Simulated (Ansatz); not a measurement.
# AgF (model cell, started as NiAs type): a soft mode frozen in

Wanted: the energy along a soft mode of AgF (model cell, started as NiAs type) and the structure at the end.

Method: DFT PBEsol, scalar-relativistic, plane waves, PAW, in Ansatz 0.2.0.

The structure was built from a prototype and need not be the compound's stable phase.

### 1. Set-up

Symmetry: P6_3/mmc, No. 194, hexagonal system. Conventional cell: a = 3.038 Å, b = 3.038 Å, c = 6.862 Å, α = 90.00°, β = 90.00°, γ = 120.00°. Nearest to Ag lie 6 F at 2.45 Å. Nearest to F lie 6 Ag at 2.45 Å. Farther neighbours and most contacts between anions are not listed.

### 2. Phonons on a q mesh

The cell comes from relaxations at this level that are not shown. Stability and thermal properties need the whole zone. Linear response on a 3×3×2 q mesh gives force constants as far as a supercell of that size would.

The input, input.yaml:

```yaml
crystal:
  lattice:
    - [3.0380659028, 2.5779e-06, 0.0]
    - [-1.5190351839, 2.6310409612, 0.0]
    - [0.0, 0.0, 6.8619586866]
  atoms:
    - { symbol: Ag, position: [0.0, 0.0, 0.0] }
    - { symbol: Ag, position: [0.0, 0.0, 0.5] }
    - { symbol: F, position: [0.3333333333, 0.6666666667, 0.25] }
    - { symbol: F, position: [0.6666666667, 0.3333333333, 0.75] }
kpoints:
  mp_grid: { grid: [15, 15, 6] }
hamiltonian:
  xc: pbesol
scf:
  occupations: { method: methfessel_paxton, width: 0.2 }
output:
  eigenvalues: true
phonons:
  method: dfpt
  qmesh: [3, 3, 2]
  temperatures: { t_max: 1000, t_step: 50 }
  qpath:
    path:
      - [[0.0, 0.0, 0.0], [0.5, 0.0, 0.0], [0.33333333, 0.33333333, 0.0], [0.0, 0.0, 0.0], [0.0, 0.0, 0.5], [0.5, 0.0, 0.5], [0.33333333, 0.33333333, 0.5], [0.0, 0.0, 0.5]]
      - [[0.5, 0.0, 0.5], [0.5, 0.0, 0.0]]
      - [[0.33333333, 0.33333333, 0.5], [0.33333333, 0.33333333, 0.0]]
    npoints: 10
```

Run with:

```
$ ansatz run input.yaml --threads 4 --pin off --max-ram 7168MiB --backend cpu --events-out ev --progress --plain --runs-dir out
```

Numbers of over 12 decimals in the logs are rounded to 6 here.

The program printed:

```text
Warning: phonons: the dynamical matrix that this run interpolates holds no multipole term above the dipole-dipole one, and a site of this crystal is no centre of inversion, so its interpolated transverse optical and acoustic branches and sound speeds can stay off near Gamma, and the density of states and the thermodynamics with them. What a run solves at a wave vector of phonons.qpoints, Gamma apart, where the deck admits one, is free of this, and under fd what a larger phonons.supercell samples
Engine: ansatz 0.2.0, x86_64-unknown-linux-gnu
Pseudopotentials: kind: paw
Pseudopotential: Ag, paw, valence charge 19, recommended cutoff 420 eV (normal), Ag.paw.azcp
Pseudopotential: F, paw, valence charge 7, recommended cutoff 420 eV (normal), F.paw.azcp
Functional definition: PBEsol
  exchange = pbesol_x
  correlation = pbesol_c
Crystal: 4 atoms, lattice volume = 54.850 Å³
Basis set: ecut = 420 eV, 1079 PW (Γ), exchange–correlation on 48×48×96 points (8 copies of the dense FFT grid, shifted against one another)
Bands: 32, of which v1, the nominal top of the filled ones, is band 26 counted from 1 (25 counted from 0)
Symmetry: 24 space group operations
k-points: 108 of 1350
Non-local potential: Ag, projectors of the file, l = 0: 3, l = 1: 2, l = 2: 2, l = 3: 1
Non-local potential: F, projectors of the file, l = 0: 2, l = 1: 2, l = 2: 1
PAW form: soft (Blöchl's): semilocal exchange-correlation on the pseudo side does not see the compensation charge
PAW frozen core: Ag, regenerated for the run's functional, and the local potential with it (the file was generated under x = pbe(κ = 0.804, μ = 0.219515), c = pbe(β = 0.066725))
PAW frozen core: F, regenerated for the run's functional, and the local potential with it (the file was generated under x = pbe(κ = 0.804, μ = 0.219515), c = pbe(β = 0.066725))
PAW one-centre angular grid: Ag, 590 points (default); XC on 64 Gauss nodes
PAW one-centre angular grid: F, 110 points (default); XC on 64 Gauss nodes
Initial density: superposition of atomic densities (neutral atoms: chi_scale 0, normalization atom), corrected by the library's trained network
Initial wavefunctions: pseudopotential atomic-orbital guess
Functional: x = pbesol(κ = 0.804, μ = 0.123457), c = pbesol(β = 0.046)
SCF iter   1: F=—  HF=-16643.177056 eV  |F-HF|=—  |Δ(HF+E_count)|=         —  Δρ=1.76e-2  dr2=1.19e-1  ethr=1.77e-3  ⟨swp⟩=4.7  Hψ=11685  notcnv=0
preconditioner: auto → LDOS  [metal: Δε(μ)=0.059 eV  Ē_g=13.144 eV  σ=0.200 eV  W_gap=0.25  n_scr=22 (ndim 8)  ℏωp=30.1 eV  f_vac=0.034  D(μ)=1.24/eV (n_scr^D=4)  β→1.0]
SCF iter   2: F=—  HF=-16643.212149 eV  |F-HF|=—  |Δ(HF+E_count)|=   3.51e-2  S|Δr|=    0.00e0  Δρ=2.42e-2  dr2=2.12e-1  ethr=2.29e-4  ⟨swp⟩=2.0  Hψ=7389  notcnv=0  defer=169
SCF iter   3: F=—  HF=-16643.152152 eV  |F-HF|=—  |Δ(HF+E_count)|=   6.00e-2  S|Δr|=    0.00e0  Δρ=7.62e-3  dr2=2.05e-2  ethr=2.29e-4  ⟨swp⟩=2.2  Hψ=5023  notcnv=0  defer=169
SCF iter   4: F=—  HF=-16643.145712 eV  |F-HF|=—  |Δ(HF+E_count)|=   6.44e-3  S|Δr|=    0.00e0  Δρ=5.96e-4  dr2=1.80e-4  ethr=3.95e-5  ⟨swp⟩=2.0  Hψ=5007  notcnv=0  defer=169
SCF iter   5: F=—  HF=-16643.145678 eV  |F-HF|=—  |Δ(HF+E_count)|=   3.40e-5  S|Δr|=    0.00e0  Δρ=7.19e-5  dr2=1.10e-6  ethr=3.46e-7  ⟨swp⟩=2.2  Hψ=5264  notcnv=0  defer=169
SCF iter   6: F=—  HF=-16643.145669 eV  |F-HF|=—  |Δ(HF+E_count)|=   9.02e-6  S|Δr|=    0.00e0  Δρ=6.76e-6  dr2=1.78e-8  ethr=2.11e-9  ⟨swp⟩=2.0  Hψ=5385  notcnv=0  defer=157
SCF iter   7: F=—  HF=-16643.145669 eV  |F-HF|=—  |Δ(HF+E_count)|=  7.28e-12  S|Δr|=    0.00e0  Δρ=7.54e-7  dr2=2.05e-10  ethr=3.42e-11  ⟨swp⟩=2.1  Hψ=4681  notcnv=0  defer=156
SCF iter   8: F=-16643.145669 eV  HF=-16643.145669 eV  |F-HF|=3.64e-12  |Δ(HF+E_count)|=  3.64e-12  S|Δr|=    0.00e0  Δρ=7.69e-8  dr2=9.85e-13  ethr=1.00e-12  ⟨swp⟩=9.2  Hψ=16382  notcnv=0
SCF 1 converged in 8 iterations: F = -16643.145669 eV  dr2 = 9.85e-13
  greatest PAW one-centre occupation: 1.001 electrons in one spin orbital (limit 2), on the Ag atom at site 1 (counted from 0), in its partial waves of l = 0
Initial density: read from a saved state, or passed on in memory by an earlier SCF of this step, an earlier step, the calling program or the single point that the run made first
iter 1 solved again at ethr=6.20e-9 eV; its pass at ethr=3.10e-3 eV (dr2=3.23e-6 eV) is discarded
SCF iter   1: F=—  HF=-16643.145669 eV  |F-HF|=—  |Δ(HF+E_count)|=         —  Δρ=1.97e-7  dr2=1.19e-11  ethr=6.20e-9  ⟨swp⟩=3.7  Hψ=21308  notcnv=0
eigensolver tolerance schedule: the retry pair's looser diagonalisation over-reported the residual by 270894.67 of it (diagonalisation noise at 1.18 of the residual, at the tolerance the schedule requests for it); recorded, not acted on — ethr = c·dr2/N_el stays at c = 1.0e-1
preconditioner: auto → LDOS  [insulator: Δε(μ)=0.140 eV  Ē_g=13.243 eV  σ=0.200 eV  W_gap=0.53  n_scr=22 (ndim 8)  ℏωp=30.1 eV  f_vac=0.031  D(μ)=1.20/eV (n_scr^D=4)  ε∞_Penn≈6.2  β→1.0]
SCF iter   2: F=—  HF=-16643.145669 eV  |F-HF|=—  |Δ(HF+E_count)|=   1.03e-9  S|Δr|=    0.00e0  Δρ=3.94e-7  dr2=5.42e-11  ethr=1.00e-12  ⟨swp⟩=2.3  Hψ=6320  notcnv=0
SCF iter   3: F=-16643.145669 eV  HF=-16643.145669 eV  |F-HF|=7.28e-12  |Δ(HF+E_count)|=  2.18e-11  S|Δr|=    0.00e0  Δρ=1.11e-7  dr2=3.93e-12  ethr=1.00e-12  ⟨swp⟩=2.9  Hψ=10093  notcnv=0
SCF 2 converged in 3 iterations: F = -16643.145669 eV  dr2 = 3.93e-12
phonons: the bands overlap, so this run is a metal and interpolates without the dipole-dipole term. If the crystal is really an insulator or semiconductor, its LO-TO splitting is missing
NSCF: frozen V_eff on 108 k-points
NSCF: frozen V_eff on 676 k-points
DFPT response loops at q = (0, 0, 0) (fractional): preconditioner auto → Kerker (q_TF=auto, 2.704 Å⁻¹) (partly filled bands, converged f_vac=0.031); β = 1.00, the filter's whole step (`scf.mixing.beta` (0.50) is not read by the response loops under this deck's `scf.mixing.preconditioner`; to damp them name `kerker` or `kerker_dos`, under which they read `scf.mixing.beta`, and type it under 1.00, their step now; both keys bind the ground state too); Broyden in place of MSR1
NSCF: frozen V_eff on 1352 k-points
DFPT response loops at q = (0, 0, -0.5) (fractional): mixed as the last ones told, above
NSCF: frozen V_eff on 2700 k-points
DFPT response loops at q = (0, 0.333333, 0) (fractional): mixed as the last ones told, above
NSCF: frozen V_eff on 2700 k-points
DFPT response loops at q = (0, 0.333333, -0.5) (fractional): mixed as the last ones told, above
NSCF: frozen V_eff on 2700 k-points
DFPT response loops at q = (0.333333, 0.333333, 0) (fractional): mixed as the last ones told, above
NSCF: frozen V_eff on 2700 k-points
DFPT response loops at q = (0.333333, 0.333333, -0.5) (fractional): mixed as the last ones told, above
SCF converged after 8 iterations
Stability not checked: this state was not tested for a lower state beside it, because cold or Methfessel-Paxton smearing, or corrected tetrahedra, fill the levels in a way that the test cannot read (fill_not_monotonic; see scf.lower_state_search)
Free energy (F): -16643.145669 eV
Harris-Foulkes:  -16643.145669 eV  (|F-HF|=3.64e-12)
Internal energy: -16643.152227 eV  (E = F + TS)
E sigma→0 (E₀):  -16643.147308 eV
Entropy (-TS):   0.006557 eV (1.639 meV/atom)
Fermi energy:    10.301415 eV
--- Per-component energies (eV) ---
  E_band       = -625.256868
  E_kinetic    = 1465.817424
  E_local      = -5894.791752  (includes V_loc(G=0)·N_el)
  E_nonlocal   = 321.254040
  E_hartree    = 2555.269447
  E_xc         = -519.751237
  E_vxc        = -665.066560  (∫ρ·V_xc dr)
  E_paw        = -8062.253917  (= ΣΔE_a)
  E_vpaw       = -963.013296  (= ΣTr[D̂ρ^β])
  E_aug_tail   = 0.004373  (compensation charges beyond the density's cutoff)
  E_ewald      = -6509.430968
  E_core_change = 0.730363  (= ΣΔE_core)
  E_smearing   = 0.006557  (= −TS)
  E_closure    = -0.000000  (closes the sum)
  Σ components = -16643.145669   (vs F -16643.145669, Δ=0.00e0)
--- Band table (eV; the first three rows and the last of 108) ---
  k-point 0: bands = [... 22 lower, 9.0142, 9.0142, 9.7516, 9.7525, 9.7525, 14.2040, 15.7915, 22.9835, ... 2 higher]
  k-point 1: bands = [... 22 lower, 9.0560, 9.0560, 9.7046, 9.7046, 9.9817, 13.5348, 16.5340, 22.1055, ... 2 higher]
  k-point 2: bands = [... 22 lower, 9.1862, 9.1862, 9.5700, 9.5700, 10.6024, 12.4864, 17.8052, 20.6660, ... 2 higher]
  k-point 107: bands = [... 22 lower, 9.1893, 9.1893, 10.2581, 10.2581, 17.9408, 17.9408, 18.1088, 18.1088, ... 2 higher]
--- Phonons (Γ-DFPT): 4 representative perturbations + reference (Σ response iterations 14) ---
  ASR residual: 5.151e-5 → 0.000e0 eV/Å²; symmetrization residual: 2.884e-6 eV/Å²
  ASR residual per site (eV/Å²): 2.44e-5 2.44e-5 5.15e-5 5.15e-5
  Γ frequencies (cm⁻¹): -26.44 -26.44 0.00 0.00 0.00 40.58 40.58 116.09 116.09 164.11 258.48 314.38
--- Phonons (arbitrary-q DFPT): 6 irreducible q on the 3×3×2 mesh ---
  q = [0.0000, 0.0000, 0.0000] (star 1, of the zone-centre solve; hermiticity 7.87e-7, symmetrization 1.32e-7): -26.44 -26.44 -0.00 0.00 0.00 40.58 40.58 116.09 116.09 164.11 258.48 314.38
  q = [0.0000, 0.0000, -0.5000] (star 1, 4 solved perturbations in 1382 linear systems a pass and spin channel, the states on 676 of 1350 k-point pairs; hermiticity 6.06e-7, symmetrization 1.14e-7): -21.53 -21.53 -21.53 -21.53 82.31 82.31 82.31 82.31 111.13 111.13 296.54 296.54
  q = [0.0000, 0.3333, 0.0000] (star 6, 6 solved perturbations in 5700 linear systems a pass and spin channel, the states on 1350 of 1350 k-point pairs; hermiticity 1.09e-6, symmetrization 2.80e-7): -20.19 36.23 50.42 59.72 62.24 91.79 118.88 155.45 191.93 216.03 221.98 261.20
  q = [0.0000, 0.3333, -0.5000] (star 6, 6 solved perturbations in 5700 linear systems a pass and spin channel, the states on 1350 of 1350 k-point pairs; hermiticity 1.01e-6, symmetrization 3.53e-7): 36.41 36.41 42.65 42.65 105.84 105.84 119.48 119.48 211.28 211.28 239.28 239.28
  q = [0.3333, 0.3333, 0.0000] (star 2, 4 solved perturbations in 2680 linear systems a pass and spin channel, the states on 1350 of 1350 k-point pairs; hermiticity 9.65e-7, symmetrization 1.76e-7): -35.71 -35.71 74.63 80.72 90.44 90.44 183.60 183.60 202.08 202.08 218.31 225.59
  q = [0.3333, 0.3333, -0.5000] (star 2, 4 solved perturbations in 2680 linear systems a pass and spin channel, the states on 1350 of 1350 k-point pairs; hermiticity 1.22e-6, symmetrization 3.18e-7): -35.60 -35.60 76.58 76.58 97.37 97.37 131.07 131.07 220.02 220.02 229.49 229.49
  sum rule: each row above includes the acoustic sum rule's correction from the zone centre's row sums; it moved no ω² by more than (0.86 cm⁻¹)²
  mesh force constants: q→R imaginary residual 1.17e-16; ASR residual 5.151e-5 → 0.000e0 eV/Å²; symmetrization residual 2.665e-15 eV/Å²
  interpolated dispersion: 93 rows × 12 modes
  density of states and harmonic sums: on the 24×24×10 q-mesh, interpolated from the force constants of a 3×3×2 supercell (no non-analytic term)
  largest difference from the sums on the solved wave vectors: F 1.19e-1 eV, S 1.51e-4 and C_V 3.23e-5 eV/K
  zero-point energy: 0.090728 eV/cell   skipped modes (ω ≤ 0): 371, of them read as no rigid motion or as one in doubt: 368 (9.047e-1 modes/cell left out, lowest -37.30 cm⁻¹)   left out of the sums: 7.54e-2 of the cell's modes: C_V's classical limit lies that fraction below 3 k_B per atom; for a crystal, a wire or a layer, F and S can be off by more, and a phonons.interpolated_qmesh denser along its periods is the remedy for the sampling
```

Run time: 9.5 min. Hardware: 4 threads of Intel Xeon 6975P-C (Granite Rapids), shared host; peak memory 4.7 GiB.

The column dr2 measures how far the density is from self-consistency, as an energy; F and HF (Harris–Foulkes) agree once it is small.

This step gave:

- volume per atom: 13.71 Å³
- gap on the k-mesh: 0 eV
- sum-rule residual before enforcement: 5.15e-5 eV/Å²
- lowest frequency on the path: -37.28 cm⁻¹
- point group: 6/mmm
- highest frequency on the path or at a solved wavevector: 314.4 cm⁻¹
- highest optical mode at the zone centre (no LO-TO term): 314.4 cm⁻¹
- lowest optical zone-centre mode: -26.44 cm⁻¹
- lowest mode on the q mesh (acoustic modes at Γ apart): -35.71 cm⁻¹

Frequencies (cm⁻¹) solved at each irreducible wavevector; negative means imaginary. Frequencies by wavevector, by row:

| q in reciprocal lattice units | star | mode 1 | mode 2 | mode 3 | mode 4 | mode 10 | mode 11 | mode 12 |
| --- | --- | --- | --- | --- | --- | --- | --- | --- |
| 0 0 0 | 1 | -26.4 | -26.4 | 0 | 0 | 164.1 | 258.5 | 314.4 |
| 0 0 -0.5 | 1 | -21.5 | -21.5 | -21.5 | -21.5 | 111.1 | 296.5 | 296.5 |
| 0 0.3333 0 | 6 | -20.2 | 36.2 | 50.4 | 59.7 | 216 | 222 | 261.2 |
| 0 0.3333 -0.5 | 6 | 36.4 | 36.4 | 42.6 | 42.6 | 211.3 | 239.3 | 239.3 |
| 0.3333 0.3333 0 | 2 | -35.7 | -35.7 | 74.6 | 80.7 | 202.1 | 218.3 | 225.6 |
| 0.3333 0.3333 -0.5 | 2 | -35.6 | -35.6 | 76.6 | 76.6 | 220 | 229.5 | 229.5 |

Interpolated from a 3×3×2 q mesh. Phonon branches along the path, in cm⁻¹:

| point | branch 1 | branch 2 | branch 3 | branch 4 | branch 9 | branch 10 | branch 11 | branch 12 |
| --- | --- | --- | --- | --- | --- | --- | --- | --- |
| Γ | -26 | -26 | 0 | 0 | 116 | 164 | 258 | 314 |
| halfway | -18 | 19 | 49 | 54 | 180 | 196 | 218 | 279 |
| M | -33 | 46 | 48 | 64 | 166 | 239 | 246 | 252 |
| halfway | -36 | 34 | 64 | 74 | 176 | 230 | 232 | 242 |
| K | -36 | -36 | 75 | 81 | 202 | 202 | 218 | 226 |
| halfway | -24 | 41 | 48 | 65 | 199 | 201 | 209 | 268 |
| Γ | -26 | -26 | 0 | 0 | 116 | 164 | 258 | 314 |
| halfway | -27 | -27 | -11 | -11 | 106 | 149 | 272 | 311 |
| A | -22 | -22 | -22 | -22 | 111 | 111 | 296 | 296 |
| halfway | 24 | 24 | 35 | 35 | 184 | 184 | 257 | 257 |
| L | 46 | 46 | 70 | 70 | 205 | 205 | 251 | 251 |
| halfway | 24 | 24 | 76 | 76 | 208 | 208 | 243 | 243 |
| H | -36 | -36 | 77 | 77 | 220 | 220 | 230 | 230 |
| halfway | 13 | 13 | 51 | 51 | 195 | 195 | 246 | 246 |
| A | -22 | -22 | -22 | -22 | 111 | 111 | 296 | 296 |
| jump to L | 46 | 46 | 70 | 70 | 205 | 205 | 251 | 251 |
| halfway | 24 | 46 | 46 | 82 | 176 | 227 | 250 | 252 |
| M | -33 | 46 | 48 | 64 | 166 | 239 | 246 | 252 |
| jump to H | -36 | -36 | 77 | 77 | 220 | 220 | 230 | 230 |
| halfway | -36 | -36 | 75 | 79 | 218 | 221 | 221 | 224 |
| K | -36 | -36 | 75 | 81 | 202 | 202 | 218 | 226 |

Symmetry leaves 6 wavevectors to solve. The lowest mode among them, the acoustic zeros apart, lies at q = (0.333, 0.333, 0) and is imaginary, 35.7i cm⁻¹, so the energy falls along it.

### 3. The mode frozen in, largest atomic shift 0 Å

The mode followed lies at q = (0.333, 0.333, 0) with frequency 35.7i cm⁻¹ and is 2-fold degenerate, the softest among the wavevectors solved. At small amplitude the distorted cell has space group no. 150 by a symmetry search on the positions. The undistorted cell that holds it gives the zero of energy on the same k mesh.

System of this step: AgF (model cell, started as NiAs type). Symmetry: P6_3/mmc, No. 194, hexagonal system. Conventional cell: a = 3.038 Å, b = 3.038 Å, c = 6.862 Å, α = 90.00°, β = 90.00°, γ = 120.00°. Nearest to Ag lie 6 F at 2.45 Å. Nearest to F lie 6 Ag at 2.45 Å. Farther neighbours and most contacts between anions are not listed.

The input, input.yaml:

```yaml
crystal:
  lattice:
    - [4.5570966216, 2.6310461171, 0.0]
    - [-4.4651e-06, 5.2620845003, 0.0]
    - [0.0, 0.0, 6.8619586866]
  atoms:
    - { symbol: Ag, position: [0.3333333333, 0.3333333333, 0.0] }
    - { symbol: Ag, position: [0.6666666667, 0.6666666667, 0.0] }
    - { symbol: Ag, position: [0.0, 1.0, 0.0] }
    - { symbol: Ag, position: [0.3333333333, 0.3333333333, 0.5] }
    - { symbol: Ag, position: [0.6666666667, 0.6666666667, 0.5] }
    - { symbol: Ag, position: [0.0, 1.0, 0.5] }
    - { symbol: F, position: [1.0, 0.3333333333, 0.25] }
    - { symbol: F, position: [0.3333333333, 0.6666666667, 0.25] }
    - { symbol: F, position: [0.6666666667, 0.0, 0.25] }
    - { symbol: F, position: [0.3333333333, 0.0, 0.75] }
    - { symbol: F, position: [0.6666666667, 0.3333333333, 0.75] }
    - { symbol: F, position: [1.0, 0.6666666667, 0.75] }
kpoints:
  mp_grid: { grid: [9, 9, 6] }
hamiltonian:
  xc: pbesol
scf:
  occupations: { method: methfessel_paxton, width: 0.2 }
output:
  forces: true
  stress: true
  eigenvalues: true
```

The program printed:

```text
[...]
Crystal: 12 atoms, lattice volume = 164.549 Å³
Basis set: ecut = 420 eV, 3221 PW (Γ), exchange–correlation on 72×72×96 points (8 copies of the dense FFT grid, shifted against one another)
Bands: 94, of which v1, the nominal top of the filled ones, is band 78 counted from 1 (77 counted from 0)
Symmetry: 72 space group operations
[...]
k-points: 48 of 486
[...]
k-point 0: bands = [... 74 lower, 9.7525, 9.8427, 9.8427, 9.8427, 9.8427, 14.2040, 15.7915, 17.8946, ... 12 higher]
  k-point 1: bands = [... 74 lower, 9.9817, 9.9941, 9.9941, 9.9941, 9.9941, 13.5348, 16.5340, 17.8954, ... 12 higher]
  k-point 2: bands = [... 74 lower, 10.1840, 10.1840, 10.1840, 10.1840, 10.6024, 12.4864, 17.8052, 17.9075, ... 12 higher]
  k-point 47: bands = [... 74 lower, 9.5752, 9.5752, 9.5752, 9.5752, 13.7622, 13.7622, 13.7622, 13.7622, ... 12 higher]
[key lines of the parts left out:]
SCF converged after 7 iterations
Free energy (F): -49929.436955 eV
Fermi energy:    10.301474 eV
P = ⅓ Tr σ = -0.0030 GPa (-0.030 kbar)
```

Wall time 7.5 s (4 threads); peak memory 0.99 GiB.

Numbers from this step:

| Property | Result |
| --- | --- |
| pressure | -0.002974 GPa |
| energy from the undistorted cell | 0 meV/atom |

The run ends at a pressure of 0.00 GPa.

### 4. The mode frozen in, largest atomic shift 0.22 Å

The atoms are moved along the unstable eigenvector, the largest shift by 0.22 Å, with the cell fixed.

The input, input.yaml:

```yaml
crystal:
  lattice:
    - [4.5570966216, 2.6310461171, 0.0]
    - [-4.4651e-06, 5.2620845003, 0.0]
    - [0.0, 0.0, 6.8619586866]
  atoms:
    - { symbol: Ag, position: [0.322336445, 0.3553280097, -2.072e-07] }
    - { symbol: Ag, position: [0.6556695235, 0.6556691245, 0.0] }
    - { symbol: Ag, position: [0.0219948294, 0.9890024669, 2.073e-07] }
    - { symbol: Ag, position: [0.3443302217, 0.311338657, 0.4999997928] }
    - { symbol: Ag, position: [0.6776638099, 0.6776642088, 0.5] }
    - { symbol: Ag, position: [-0.0219948294, 1.0109975331, 0.5000002073] }
    - { symbol: F, position: [1.0, 0.3333333333, 0.2500005365] }
    - { symbol: F, position: [0.3333333333, 0.6666666667, 0.2820608168] }
    - { symbol: F, position: [0.6666666667, 0.0, 0.2179398098] }
    - { symbol: F, position: [0.3333333333, 0.0, 0.7499998512] }
    - { symbol: F, position: [0.6666666667, 0.3333333333, 0.7500001542] }
    - { symbol: F, position: [1.0, 0.6666666667, 0.7499999945] }
kpoints:
  mp_grid: { grid: [9, 9, 6] }
hamiltonian:
  xc: pbesol
scf:
  occupations: { method: methfessel_paxton, width: 0.2 }
output:
  forces: true
  stress: true
  eigenvalues: true
```

The program printed:

```text
[...]
k-point 0: bands = [... 74 lower, 9.6770, 9.8574, 9.8743, 9.9569, 9.9569, 14.1678, 15.7586, 17.9304, ... 12 higher]
  k-point 1: bands = [... 74 lower, 9.8458, 9.9916, 10.0546, 10.0569, 10.0662, 13.5152, 16.4569, 17.8940, ... 12 higher]
  k-point 2: bands = [... 74 lower, 10.0803, 10.1681, 10.2105, 10.2119, 10.6300, 12.4816, 17.4545, 17.8232, ... 12 higher]
  k-point 61: bands = [... 74 lower, 9.5940, 9.6314, 9.7059, 9.7059, 13.4464, 13.4464, 13.7778, 13.8040, ... 12 higher]
[key lines of the parts left out:]
SCF converged after 8 iterations
Free energy (F): -49929.447342 eV
Fermi energy:    10.290887 eV
P = ⅓ Tr σ = 0.3745 GPa (3.745 kbar)
```

The job ended after 12 s (4 threads; peak memory 1.1 GiB; 47 s of CPU time).

Numbers from this step:

```
pressure                         : 0.3745 GPa
energy from the undistorted cell : -0.922 meV/atom
```

The energy, extrapolated to zero smearing, is -0.92 meV/atom against the undistorted cell.

The run ends at a pressure of 0.37 GPa, with forces up to 0.076 eV/Å.

[end of part 1 of 2]

[Logs are printed without paths, hosts, clocks, repeated set-up lines and the standing remarks that a program may print on its own settings, such as how far it seeks lower states.]

[Hosts, paths, dates, database ids (printed as entryN), source tags and the programs' standing remarks are cut or masked in the printed files.]
